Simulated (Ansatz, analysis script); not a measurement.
# Free-standing square Ir monolayer, spacing 3.069 Å: spin spirals and exchange, part 2 of 2

Wanted: E(q) and the moments of a free-standing square Ir monolayer, spacing 3.069 Å along a path through the zone.

Ansatz 0.2.0; PBE, PAW set soft_1.

So far, energy a cell from q = 0 (meV): step 5 (q = (0, 0.2, 0)) 28.0.

**6. q = (0, 0.3, 0)**

Level of this step: Ansatz DFT, spin spiral by the generalised Bloch theorem, no spin-orbit coupling; PBE, PAW set soft_1; PAW set soft_1 (Ansatz).

The input, input.yaml:

```yaml
crystal:
  lattice:
    - [3.069, 0.0, 0.0]
    - [0.0, 3.069, 0.0]
    - [0.0, 0.0, 14.0]
  atoms:
    - { symbol: Ir, position: [0.0, 0.0, 0.5], spin: 1.74, spin_axis: [1.0, 0.0, 0.0] }
kpoints:
  mp_grid: { grid: [20, 20, 1] }
hamiltonian:
  xc: pbe
  pseudopotentials: { kind: paw, azcp: { folder: soft_1 } }
scf:
  occupations: { method: fermi_dirac, width: 0.1 }
  max_iter: 120
  convergence: { dr2_threshold: 1.0e-08 }
  lower_state_search: "off"
basis:
  ecutwfc: 420.0
magnetization:
  noncollinear: true
  spin_spiral: { q: [0.0, 0.3, 0.0] }
checkpoint:
  read: start
```

Command:

```sh
> ansatz run input.yaml --threads 1 --pin off --max-ram 2048MiB --backend cpu --events-out ev --progress --plain --runs-dir out
```

Numbers of over 12 decimals in the logs are rounded to 6 here.

The log of the run:

```text
[...]
Crystal: 1 atoms, lattice volume = 131.863 Å³
Basis set: ecut = 420 eV, 2583 PW (Γ)
Bands: 26, of which v1, the nominal top of the filled ones, is band 17 counted from 1 (16 counted from 0)
Symmetry: 4 space group operations
k-points: 121 of 400
[...]
SCF iter  10: F=-11932.558581 eV  HF=-11932.558581 eV  |F-HF|=7.28e-12  |Δ(HF+E_count)|=   1.25e-8  Δρ=4.71e-7  dr2=1.04e-10  dr2_m=7.71e-11  ethr=5.88e-11  |M|=1.59e0 ∫|m|=1.76e0 μB  |m|>n=3.5e-2 m-floor=3.5e-2 τ_xc=9.5e-3 mc-row=3.5e-2 uncertified=20  ⟨swp⟩=1.0  Hψ=8932  notcnv=0
SCF 1 converged in 10 iterations: F = -11932.558581 eV  dr2 = 1.04e-10
[...]
SCF converged after 10 iterations
Magnetization: |M| = 1.5942 μB,  M = (+1.5942, +0.0000, +0.0000) μB
Absolute magnetization: 1.7571 μB (∫|m|, with the PAW one-centre terms)
  site 0: m = (+1.5814, +0.0000, +0.0000) μB, |m| = 1.5814 μB  (R = 1.27 Å)
Free energy (F): -11932.558581 eV
[...]
Internal energy: -11932.435695 eV  (E = F + TS)
E sigma→0 (E₀):  -11932.497138 eV
Entropy (-TS):   -0.122887 eV (-122.887 meV/atom)
Fermi energy:    -2.330223 eV
[...]
```

It took 37 s on 1 thread of Intel Xeon 6975P-C (Granite Rapids), shared host; peak memory 1 GiB.

The energy of the cell lies 59.0 meV above that at q = 0, and the largest moment is 1.58 μB against 1.74 μB.

**7. q = (0.2, 0.5, 0)**

Edit input.yaml of step 6 so:

```diff
@@ -21,3 +21,3 @@
   noncollinear: true
-  spin_spiral: { q: [0.0, 0.3, 0.0] }
+  spin_spiral: { q: [0.2, 0.5, 0.0] }
 checkpoint:
```

The log of the run:

```text
[...]
Crystal: 1 atoms, lattice volume = 131.863 Å³
Basis set: ecut = 420 eV, 2583 PW (Γ)
Bands: 26, of which v1, the nominal top of the filled ones, is band 17 counted from 1 (16 counted from 0)
Symmetry: 2 space group operations
k-points: 202 of 400
[...]
SCF iter  11: F=-11932.497023 eV  HF=-11932.497023 eV  |F-HF|=1.06e-10  |Δ(HF+E_count)|=   2.09e-8  Δρ=2.06e-6  dr2=2.41e-9  dr2_m=1.34e-9  ethr=4.34e-11  |M|=1.21e0 ∫|m|=1.43e0 μB  |m|>n=3.3e-2 m-floor=3.3e-2 τ_xc=5.5e-3 mc-row=3.3e-2 uncertified=4  ⟨swp⟩=1.0  Hψ=14833  notcnv=0
SCF 1 converged in 11 iterations: F = -11932.497023 eV  dr2 = 2.41e-9
[...]
SCF converged after 11 iterations
Magnetization: |M| = 1.2135 μB,  M = (+1.2135, +0.0000, +0.0000) μB
Absolute magnetization: 1.4347 μB (∫|m|, with the PAW one-centre terms)
  site 0: m = (+1.2776, +0.0000, +0.0000) μB, |m| = 1.2776 μB  (R = 1.27 Å)
Free energy (F): -11932.497023 eV
[...]
Internal energy: -11932.345199 eV  (E = F + TS)
E sigma→0 (E₀):  -11932.421111 eV
Entropy (-TS):   -0.151823 eV (-151.823 meV/atom)
Fermi energy:    -2.368444 eV
[...]
```

It took 74 s on 1 thread; peak memory 1.4 GiB.

The energy of the cell lies 121 meV above that at q = 0, and the largest moment is 1.28 μB against 1.74 μB.

**8. q = (0.5, 0.5, 0)**

Edit input.yaml of step 7 so:

```diff
@@ -21,3 +21,3 @@
   noncollinear: true
-  spin_spiral: { q: [0.2, 0.5, 0.0] }
+  spin_spiral: { q: [0.5, 0.5, 0.0] }
 checkpoint:
```

The log of the run:

```text
[...]
Crystal: 1 atoms, lattice volume = 131.863 Å³
Basis set: ecut = 420 eV, 2583 PW (Γ)
Bands: 26, of which v1, the nominal top of the filled ones, is band 17 counted from 1 (16 counted from 0)
Symmetry: 4 space group operations
k-points: 111 of 400
[...]
SCF iter  12: F=-11932.439739 eV  HF=-11932.439739 eV  |F-HF|=1.51e-9  |Δ(HF+E_count)|=   6.54e-9  Δρ=1.95e-6  dr2=2.49e-9  dr2_m=3.00e-10  ethr=5.88e-11  |M|=7.62e-1 ∫|m|=9.75e-1 μB  |m|>n=3.3e-2 m-floor=3.3e-2 τ_xc=1.9e-3 mc-row=3.3e-2  ⟨swp⟩=3.0  Hψ=6615  notcnv=0
SCF 1 converged in 12 iterations: F = -11932.439739 eV  dr2 = 2.49e-9
[...]
SCF converged after 12 iterations
Magnetization: |M| = 0.7621 μB,  M = (+0.7621, +0.0000, +0.0000) μB
Absolute magnetization: 0.9750 μB (∫|m|, with the PAW one-centre terms)
  site 0: m = (+0.8380, +0.0000, +0.0000) μB, |m| = 0.8380 μB  (R = 1.27 Å)
Free energy (F): -11932.439739 eV
[...]
Internal energy: -11932.250327 eV  (E = F + TS)
E sigma→0 (E₀):  -11932.345033 eV
Entropy (-TS):   -0.189412 eV (-189.412 meV/atom)
Fermi energy:    -2.415573 eV
[...]
```

Wall time 42 s (1 thread); peak memory 0.97 GiB.

The energy of the cell lies 178 meV above that at q = 0, and the largest moment is 0.838 μB against 1.74 μB.

The other 6 runs of this kind were made alike; their results stand in the table below.

**9. A run with settings changed**

A test of how the program answers to a changed input.

input.yaml, the sections that differ from step 8:

```yaml
scf:
  occupations: { method: fermi_dirac, width: 0.1 }
  max_iter: 100
  convergence: { dr2_threshold: 1.0e-08 }
  lower_state_search: "off"
magnetization:
  noncollinear: false
  spin_spiral: { q: [0.5, 0.5, 0.0] }
  spin_polarized: true
# crystal, kpoints, hamiltonian, basis: as in step 8
# checkpoint: removed
```

Command:

```sh
> ansatz run input.yaml --threads 4 --pin off --max-ram 8192MiB --backend cpu --events-out ev --progress --plain --runs-dir out
```

The log of the run:

```text
Error: 2 input errors — fix all and re-run
  1. inconsistent input (magnetization.spin_spiral, magnetization.noncollinear): requires noncollinear: true — a spiral's moments turn, which one axis of spin cannot hold; set noncollinear: true in the place of spin_polarized
```

It took 0.02 s on 4 threads; peak memory 0.041 GiB.

The program refused the input before any cycle.

The program's message: “Error: 2 input errors — fix all and re-run”

The change that led to it: magnetization.

**10. E(q)**

```csv
q (reciprocal lattice),path length (1/Å),E(q) − E(0) (meV a magnetic atom),|m| Ir no. 1 (μB)
"(0, 0, 0)",0.000,0.00,1.74
"(0, 0.2, 0)",0.409,28.05,1.67
"(0, 0.3, 0)",0.614,58.96,1.58
"(0, 0.5, 0)",1.024,97.39,1.39
"(0.2, 0.5, 0)",1.433,120.52,1.28
"(0.3, 0.5, 0)",1.638,148.28,1.16
"(0.5, 0.5, 0)",2.047,177.80,0.84
"(0.4, 0.4, 0)",2.337,164.77,1.02
"(0.3, 0.3, 0)",2.626,111.49,1.39
"(0.2, 0.2, 0)",2.916,57.84,1.56
"(0.1, 0.1, 0)",3.205,14.81,1.70
"(0, 0, 0)",3.495,0.00,1.74
```

**11. Results**

| Quantity | Value |
| --- | --- |
| lowest point of the path | q = 0 |
| highest point | 178 meV a magnetic atom |

No spiral that was run lies below the ferromagnetic state at q = 0, and winding the moments costs up to 178 meV a magnetic atom. The moments change by at most 52 % from their size at q = 0, so they are itinerant and a model of rigid spins is rough. No spin model is given, since the moments change too much along the path. The 11 spiral runs took 8 min of wall time, added up. Energies are free energies at a smearing of 0.1 eV, and with partly filled levels differences shift, at times strongly, as the smearing goes to zero. The cell was taken as built, with atoms unrelaxed. In doubt: the program's search for lower states was switched off, so a lower magnetic state than those reached may exist.

[Logs and program files are shortened in this print: banners, set-up blocks, solver, clock and traceback lines can be left out without a mark of their own.]

[Logs are printed without paths, hosts, clocks, repeated set-up lines and the standing remarks that a program may print on its own settings, such as how far it seeks lower states.]

[Hosts, paths, dates, database ids (printed as entryN), source tags and the programs' standing remarks are cut or masked in the printed files.]
